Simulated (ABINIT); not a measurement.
# Completion of the band sum in GW: Ba2TaBiO6 (R-3)

Wanted: gap and time of Ba2TaBiO6 (R-3) with truncated and completed band sums.

Main program and level: ABINIT 10.8.3; LDA and many-body steps on it, plane waves.

### 1. The starting structure

Symmetry: R-3, No. 148, trigonal system. The conventional cell has a = 6.151 Å, b = 6.151 Å, c = 14.869 Å, α = 90.00°, β = 90.00°, γ = 120.00°. Ba has 12 O at 2.76 to 3.40 Å nearest. Nearest to Ta lie 6 O at 2.01 Å. Nearest to Bi lie 6 O at 2.36 Å. Nearest to O lie 1 Ta at 2.01 Å and 1 Bi at 2.36 Å and 4 Ba at 2.76 to 3.40 Å. Farther neighbours, and contacts between anions beyond the nearest, are not listed.

Structure file:

```cif
data_structure
_symmetry_space_group_name_H-M 'P 1'
_symmetry_Int_Tables_number 1
_cell_length_a 6.0973
_cell_length_b 6.0973
_cell_length_c 6.0973
_cell_angle_alpha 60.587
_cell_angle_beta 60.587
_cell_angle_gamma 60.587
_cell_volume 162.41
loop_
_atom_site_label
_atom_site_type_symbol
_atom_site_fract_x
_atom_site_fract_y
_atom_site_fract_z
_atom_site_occupancy
Ba1 Ba 0.74882 0.74882 0.74882 1
Ba2 Ba 0.25118 0.25118 0.25118 1
Ta3 Ta 0.50000 0.50000 0.50000 1
Bi4 Bi 0.00000 0.00000 0.00000 1
O5 O 0.72551 0.21886 0.32203 1
O6 O 0.21886 0.32203 0.72551 1
O7 O 0.32203 0.72551 0.21886 1
O8 O 0.27449 0.78114 0.67797 1
O9 O 0.67797 0.27449 0.78114 1
O10 O 0.78114 0.67796 0.27449 1
```

The cell and positions are those that the Materials Project relaxed with its own functionals (PBE, PBE+U or r2SCAN), kept fixed.

### 2. Empty states on the mesh, 2×2×2 mesh, 293 bands

This step: ABINIT 10.8.3; DFT, LDA, plane waves, norm-conserving pseudopotentials.

The sums over transitions need many empty states on a uniform mesh; this step solves for them.

File run.abi:

```
acell 3*1.0 Angstrom
rprim 
  3.075626834241 1.775713980676 4.956223105800
  -3.075626834241 1.775713980676 4.956223105800
  0.000000000000 -3.551427961352 4.956223105800
ntypat 4
znucl 56 73 83 8
natom 10
typat 1 1 2 3 4 4 4 4 4 4
xred 
  0.748816000000 0.748816000000 0.748816000000
  0.251184000000 0.251184000000 0.251184000000
  0.500000000000 0.500000000000 0.500000000000
  0.000000000000 -0.000000000000 0.000000000000
  0.725510000000 0.218856000000 0.322035000000
  0.218856000000 0.322035000000 0.725510000000
  0.322035000000 0.725510000000 0.218856000000
  0.274490000000 0.781144000000 0.677965000000
  0.677965000000 0.274490000000 0.781144000000
  0.781144000000 0.677965000000 0.274490000000
pp_dirpath "pseudos"
pseudos "Ba.upf, Ta.upf, Bi.upf, O.upf"
ecut 36
ngkpt 2 2 2
nshiftk 1
shiftk 0 0 0
kptopt 1
chksymbreak 0
iscf -2
irdden 1
istwfk *1
nband 293
nbdbuf 26
tolwfr 1e-09
nstep 60
prtvol 0
indata_prefix "in"
outdata_prefix "out"
tmpdata_prefix "tmp"
```

Command:

```console
$ OMP_NUM_THREADS=1 mpirun -n 8 abinit run.abi > log
```

Log:

```text
.Version 10.8.3 of ABINIT. v10.8.2 released Aug 2026.

 Symmetries : space group R-3 (#148); Bravais hR (rhombohedral)
[... echo of the input left out ...]
== DATASET  1 ==================================================================
-   mpi_nproc: 8, omp_nthreads: 1 (-1 if OMP is not activated)
-    --> not optimal distribution: autoparal keyword recommended in input file <--

--- !DatasetInfo
iteration_state: {dtset: 1, }
dimensions: {natom: 10, nkpt: 4, mband: 293, nsppol: 1, nspinor: 1, nspden: 1, mpw: 11312, }
cutoff_energies: {ecut:  36.0, pawecutdg:  -1.0, }
[...]
2.57267    2.57267    2.58102    2.58795    2.58870    2.58870    2.60847    2.62449
   2.62461    2.63130    2.63130    2.63600    2.63600    2.66230    2.66713    2.67890
   2.67896    2.69597    2.69661    2.69814    2.69950
 prteigrs : prtvol=0 or 1, do not print more k-points.

== END DATASET(S) ==============================================================
================================================================================

 -outvars: echo values of variables after computation  --------
            nband         293
             nkpt           4
          spgroup         148
 [... the other variables as echoed above ...]

 Calculation completed.
```

Elapsed: 3 min, on 8 MPI ranks of Arm Neoverse V2, shared host; peak memory 0.91 GiB; 24 min of CPU time.

Read from the output:

```yaml
gap: 2.566 eV
k_of_the_valence_top: 0.5, 0.5, 0.5
k_of_the_conduction_bottom: 0.5, 0, 0
least_direct_gap: 2.595 eV
k_points_computed: 4
lowest_point_of_the_top_converged_band_above_the_valence_top: 63.1277 eV
```

On this mesh the gap is 2.566 eV.

The density comes from a self-consistent run that is not shown.

### 3. Screening, 2×2×2 mesh, 267 bands, screening to 152.4 eV

The RPA dielectric matrix is built and inverted for each q.

This step: RPA screening on LDA, plane waves, norm-conserving pseudopotentials.

Changes to run.abi since step 2:

```diff
@@ -28,10 +28,11 @@
 chksymbreak 0
-iscf -2
-irdden 1
 istwfk *1
-nband 293
-nbdbuf 26
-tolwfr 1e-09
-nstep 60
-prtvol 0
+occopt 1
+irdwfk 1
+optdriver 3
+nband 267
+ecuteps 5.6
+inclvkb 2
+awtr 1
+symchi 1
 indata_prefix "in"
```

Log:

```text
.Version 10.8.3 of ABINIT. v10.8.2 released Aug 2026.

 Symmetries : space group R-3 (#148); Bravais hR (rhombohedral)
[... echo of the input left out ...]
== DATASET  1 ==================================================================
-   mpi_nproc: 8, omp_nthreads: 1 (-1 if OMP is not activated)

--- !DatasetInfo
iteration_state: {dtset: 1, }
dimensions: {natom: 10, nkpt: 4, mband: 267, nsppol: 1, nspinor: 1, nspden: 1, mpw: 11312, }
cutoff_energies: {ecut:  36.0, pawecutdg:  -1.0, }
electrons: {nelect:   8.40000000E+01, charge:   0.00000000E+00, occopt:   1.00000000E+00, tsmear:   1.00000000E-02, }

 SCREENING: Calculation of the susceptibility and dielectric matrices

 Based on a program developped by R.W. Godby, V. Olevano, G. Onida, and L. Reining.
 Incorporated in ABINIT by V. Olevano, G.-M. Rignanese, and M. Torrent.
.Using double precision arithmetic ; gwpc =  8

[... cell and pseudopotentials left out ...]
--------------------------------------------------------------------------------

 ==== K-mesh for the wavefunctions ====
 Number of points in the irreducible wedge :     4
[... list of points left out ...]
 Together with  6 symmetry operations and time-reversal symmetry
 yields     8 points in the full Brillouin Zone.

 ==== Q-mesh for the screening function ====
 Number of points in the irreducible wedge :     4
[... list of points left out ...]
 Together with  6 symmetry operations and time-reversal symmetry
 yields     8 points in the full Brillouin Zone.

 setmesh: FFT mesh size selected  =    45x   45x   45
          total number of points  =        91125

 vcoul_init : cutoff-mode = AUXILIARY_FUNCTION
 q-points for optical limit:   1
     1)      0.000010    0.000020    0.000030

- screening: taking advantage of time-reversal symmetry
- Maximum band index for partially occupied states nbvw = 42
- Remaining bands to be divided among processors   nbcw = 225
- Number of bands treated by each node ~28

 Number of electrons calculated from density =   84.0000; Expected =   84.0000
 average of density, n =  0.076643
 r_s =    1.4604
 omega_plasma =   26.7050 [eV]

 calculating chi0 at frequencies [eV] :
  1    0.000000E+00    0.000000E+00
  2    0.000000E+00    2.670500E+01

--------------------------------------------------------------------------------
  q-point number  1        q = ( 0.000000, 0.000000, 0.000000) [r.l.u.]
--------------------------------------------------------------------------------
[... chi0 elements left out ...]
 For q-point:  0.000010 0.000020 0.000030
  dielectric constant =   6.5523
  dielectric constant without local fields =   7.1906

  Average fulfillment of the sum rule on Im[epsilon] for q-point    1 :     74.46  [%]
[... wings left out ...]
  q-point number  2        q = ( 0.500000, 0.000000, 0.000000) [r.l.u.]
--------------------------------------------------------------------------------
[... chi0 elements left out ...]
  Average fulfillment of the sum rule on Im[epsilon] for q-point    2 :     80.64  [%]

 [... 2 further q-points ...]
```

Elapsed: 1.9 min, on 8 MPI ranks; peak memory 5.9 GiB; 15 min of CPU time.

Read from the output:

```
ε∞ with local fields, on this mesh    : 6.552
ε∞ without local fields, on this mesh : 7.191
plasma frequency                      : 26.70 eV
plane waves in the screening matrix   : 711
```

Local fields lower ε∞ by 9 %. On a Γ-centred mesh this coarse the value itself is usually too large, while a short band sum pulls it down.

### 4. 267 bands

The self-energy is evaluated for the states that the input lists, and the quasiparticle equation is solved.

This step: G0W0 on LDA, plane waves, norm-conserving pseudopotentials.

Changes to run.abi since step 3:

```diff
@@ -31,8 +31,19 @@
 irdwfk 1
-optdriver 3
+optdriver 4
 nband 267
+gwcalctyp 0
+ecutsigx 36
+symsigma 1
+nkptgw 3
+kptgw 
+  0.5000000000 0.5000000000 0.5000000000
+  0.5000000000 0.0000000000 0.0000000000
+  0.0000000000 0.0000000000 0.0000000000
+bdgw 
+  41 45
+  41 44
+  40 44
 ecuteps 5.6
-inclvkb 2
-awtr 1
-symchi 1
+irdscr 1
+ppmodel 1
 indata_prefix "in"
```

Log:

```text
.Version 10.8.3 of ABINIT. v10.8.2 released Aug 2026.

 Symmetries : space group R-3 (#148); Bravais hR (rhombohedral)
[... echo of the input left out ...]
== DATASET  1 ==================================================================
-   mpi_nproc: 8, omp_nthreads: 1 (-1 if OMP is not activated)

--- !DatasetInfo
iteration_state: {dtset: 1, }
dimensions: {natom: 10, nkpt: 4, mband: 267, nsppol: 1, nspinor: 1, nspden: 1, mpw: 11312, }
cutoff_energies: {ecut:  36.0, pawecutdg:  -1.0, }
electrons: {nelect:   8.40000000E+01, charge:   0.00000000E+00, occopt:   1.00000000E+00, tsmear:   1.00000000E-02, }

 SIGMA: Calculation of the GW corrections

 Based on a program developped by R.W. Godby, V. Olevano, G. Onida, and L. Reining.
 Incorporated in ABINIT by V. Olevano, G.-M. Rignanese, and M. Torrent.
.Using double precision arithmetic ; gwpc =  8

[... cell and pseudopotentials left out ...]
--------------------------------------------------------------------------------

 ==== K-mesh for the wavefunctions ====
 Number of points in the irreducible wedge :     4
[... list of points left out ...]
 Together with  6 symmetry operations and time-reversal symmetry
 yields     8 points in the full Brillouin Zone.

 ==== Q-mesh for screening function ====
 Number of points in the irreducible wedge :     4
[... list of points left out ...]
 Together with  6 symmetry operations and time-reversal symmetry
 yields     8 points in the full Brillouin Zone.

 vcoul_init : cutoff-mode = AUXILIARY_FUNCTION
 q-points for optical limit:   1
     1)      0.000010    0.000020    0.000030
 setmesh: FFT mesh size selected  =    64x   64x   64
          total number of points  =       262144

 Number of electrons calculated from density =   84.0000; Expected =   84.0000
 average of density, n =  0.076643
 r_s =    1.4604
 omega_plasma =   26.7050 [eV]

 === KS Band Gaps ===
  >>>> For spin  1
   Minimum direct gap =   2.5944 [eV], located at k-point      :   0.5000  0.0000  0.0000
   Fundamental gap    =   2.5660 [eV], Top of valence bands at :   0.5000  0.5000  0.5000
                                       Bottom of conduction at :   0.5000  0.0000  0.0000
 SIGMA fundamental parameters:
 PLASMON POLE MODEL  1
 number of plane-waves for SigmaX                11299
 number of plane-waves for SigmaC and W            711
 number of plane-waves for wavefunctions         11299
 number of bands                                   267
 number of independent spin polarizations            1
 number of spinorial components                      1
 number of k-points in IBZ                           4
 number of q-points in IBZ                           4
 number of symmetry operations                       6
 number of k-points in BZ                            8
 number of q-points in BZ                            8
 number of frequencies for dSigma/dE                 9
 frequency step for dSigma/dE [eV]                0.25
 number of omega for Sigma on real axis              0
 max omega for Sigma on real axis  [eV]           0.00
 zcut for avoiding poles [eV]                     0.10

 EPSILON^-1 parameters (SCR file):
 dimension of the eps^-1 matrix on file            711
 dimension of the eps^-1 matrix used               711
 number of plane-waves for wavefunctions         11299
 number of bands                                   267
 number of q-points in IBZ                           4
 number of frequencies                               2
 number of real frequencies                          1
 number of imag frequencies                          1

 matrix elements of self-energy operator (all in [eV])

 Perturbative Calculation

--- !SelfEnergy_ee
iteration_state: {dtset: 1, }
kpoint     : [   0.500,    0.500,    0.500, ]
spin       : 1
KS_gap     :    2.705
QP_gap     :    3.766
Delta_QP_KS:    1.062
data: !SigmaeeData |
     Band     E0 <VxcDFT>   SigX SigC(E0)      Z dSigC/dE  Sig(E)    E-E0       E
       41   4.319 -18.520 -23.380   4.820   0.764  -0.308 -18.550  -0.030   4.289
       42   5.829 -19.904 -23.138   3.383   0.784  -0.275 -19.787   0.117   5.946
       43   8.534 -14.126  -9.278  -3.416   0.823  -0.215 -12.948   1.179   9.713
       44   8.985 -14.588  -9.738  -3.364   0.822  -0.217 -13.367   1.221  10.206
       45   8.985 -14.588  -9.738  -3.364   0.822  -0.217 -13.367   1.221  10.206

--- !SelfEnergy_ee
iteration_state: {dtset: 1, }
kpoint     : [   0.500,    0.000,    0.000, ]
spin       : 1
KS_gap     :    2.594
QP_gap     :    3.664
Delta_QP_KS:    1.069
data: !SigmaeeData |
     Band     E0 <VxcDFT>   SigX SigC(E0)      Z dSigC/dE  Sig(E)    E-E0       E
       41   4.596 -18.752 -23.459   4.719   0.765  -0.307 -18.743   0.010   4.606
[...]
--- !SelfEnergy_ee
iteration_state: {dtset: 1, }
kpoint     : [   0.000,    0.000,    0.000, ]
spin       : 1
KS_gap     :    3.957
QP_gap     :    4.845
Delta_QP_KS:    0.888
data: !SigmaeeData |
     Band     E0 <VxcDFT>   SigX SigC(E0)      Z dSigC/dE  Sig(E)    E-E0       E
[...]
42   5.059 -19.192 -23.294   4.203   0.771  -0.298 -19.114   0.077   5.136
       43   9.016 -13.028  -8.888  -2.974   0.828  -0.208 -12.062   0.966   9.982
       44   9.195 -15.313  -9.486  -3.918   0.813  -0.230 -13.762   1.551  10.746

== END DATASET(S) ==============================================================
================================================================================

 -outvars: echo values of variables after computation  --------
           etotal      0.0000000000E+00
            nband         267
             nkpt           4
          spgroup         148
 [... the other variables as echoed above ...]

 Calculation completed.
```

The job ended after 52 s (8 MPI ranks; peak memory 3.7 GiB).

This step gave:

* G0W0 gap on the mesh: 3.628 eV
* starting gap on the mesh: 2.566 eV
* k of the valence top: 0.5, 0.5, 0.5
* k of the conduction bottom: 0.5, 0, 0
* Z at the valence top: 0.784
* Z at the conduction bottom: 0.825
* least direct G0W0 gap on the computed points: 3.663 eV

The gap on the mesh goes from 2.57 eV to 3.63 eV, a correction of +1.06 eV.

### 5. Screening, 2×2×2 mesh, 62 bands, screening to 152.4 eV

This step: RPA screening on LDA, plane waves, norm-conserving pseudopotentials.

Changes to run.abi since step 4:

```diff
@@ -31,19 +31,8 @@
 irdwfk 1
-optdriver 4
-nband 267
-gwcalctyp 0
-ecutsigx 36
-symsigma 1
-nkptgw 3
-kptgw 
-  0.5000000000 0.5000000000 0.5000000000
-  0.5000000000 0.0000000000 0.0000000000
-  0.0000000000 0.0000000000 0.0000000000
-bdgw 
-  41 45
-  41 44
-  40 44
+optdriver 3
+nband 62
 ecuteps 5.6
-irdscr 1
-ppmodel 1
+inclvkb 2
+awtr 1
+symchi 1
 indata_prefix "in"
```

Log:

```text
.Version 10.8.3 of ABINIT. v10.8.2 released Aug 2026.

 Symmetries : space group R-3 (#148); Bravais hR (rhombohedral)
[... echo of the input left out ...]
== DATASET  1 ==================================================================
-   mpi_nproc: 8, omp_nthreads: 1 (-1 if OMP is not activated)

--- !DatasetInfo
iteration_state: {dtset: 1, }
dimensions: {natom: 10, nkpt: 4, mband: 62, nsppol: 1, nspinor: 1, nspden: 1, mpw: 11312, }
cutoff_energies: {ecut:  36.0, pawecutdg:  -1.0, }
electrons: {nelect:   8.40000000E+01, charge:   0.00000000E+00, occopt:   1.00000000E+00, tsmear:   1.00000000E-02, }

 SCREENING: Calculation of the susceptibility and dielectric matrices

 Based on a program developped by R.W. Godby, V. Olevano, G. Onida, and L. Reining.
 Incorporated in ABINIT by V. Olevano, G.-M. Rignanese, and M. Torrent.
.Using double precision arithmetic ; gwpc =  8

[... cell and pseudopotentials left out ...]
--------------------------------------------------------------------------------

 ==== K-mesh for the wavefunctions ====
 Number of points in the irreducible wedge :     4
[... list of points left out ...]
 Together with  6 symmetry operations and time-reversal symmetry
 yields     8 points in the full Brillouin Zone.

 ==== Q-mesh for the screening function ====
 Number of points in the irreducible wedge :     4
[... list of points left out ...]
 Together with  6 symmetry operations and time-reversal symmetry
 yields     8 points in the full Brillouin Zone.

 setmesh: FFT mesh size selected  =    45x   45x   45
          total number of points  =        91125

 vcoul_init : cutoff-mode = AUXILIARY_FUNCTION
 q-points for optical limit:   1
     1)      0.000010    0.000020    0.000030

- screening: taking advantage of time-reversal symmetry
- Maximum band index for partially occupied states nbvw = 42
- Remaining bands to be divided among processors   nbcw = 20
- Number of bands treated by each node ~2

 Number of electrons calculated from density =   84.0000; Expected =   84.0000
 average of density, n =  0.076643
 r_s =    1.4604
 omega_plasma =   26.7050 [eV]

 calculating chi0 at frequencies [eV] :
  1    0.000000E+00    0.000000E+00
  2    0.000000E+00    2.670500E+01

--------------------------------------------------------------------------------
  q-point number  1        q = ( 0.000000, 0.000000, 0.000000) [r.l.u.]
--------------------------------------------------------------------------------
[... chi0 elements left out ...]
 For q-point:  0.000010 0.000020 0.000030
  dielectric constant =   6.1699
  dielectric constant without local fields =   6.6793

  Average fulfillment of the sum rule on Im[epsilon] for q-point    1 :     18.05  [%]
[... wings left out ...]
  q-point number  2        q = ( 0.500000, 0.000000, 0.000000) [r.l.u.]
--------------------------------------------------------------------------------
[... chi0 elements left out ...]
  Average fulfillment of the sum rule on Im[epsilon] for q-point    2 :     26.49  [%]

 [... 2 further q-points ...]
```

It took 17 s on 8 MPI ranks; peak memory 4.5 GiB.

Read from the output:

```
ε∞ with local fields, on this mesh    : 6.170
ε∞ without local fields, on this mesh : 6.679
plasma frequency                      : 26.70 eV
plane waves in the screening matrix   : 711
```

(Continued in part 2 of 2.)

[Long decimals in the printed logs are rounded to 6 places.]

[Logs are printed without paths, hosts, clocks, repeated set-up lines and the standing remarks that a program may print on its own settings, such as how far it seeks lower states.]

[Paths, hosts, dates, memory and timing lines, banners, echoed tables and standing remarks are left out of the program output; an Ansatz launch command may be rebuilt from the run's recorded settings. Measured values are a selection of at most five: reports struck by readers or far from the other reports are left out. None is set beside runs whose start may be inverted or whose files or cutoffs have a known fault.]

[Runs of the session that timed out or met a known fault of the program may be left out.]

[Hosts, paths, dates, database ids (printed as entryN), source tags and the programs' standing remarks are cut or masked in the printed files.]

[G0W0 gaps are taken among the corrected bands and points alone; a level outside them can change the order at an edge.]

[Where Ansatz stands beside ABINIT at settings called matched, ABINIT's density can come from a denser mesh and the files from another edition; pairs whose starting gaps differed by over 0.03 eV were left out, so agreement reads better than it is.]
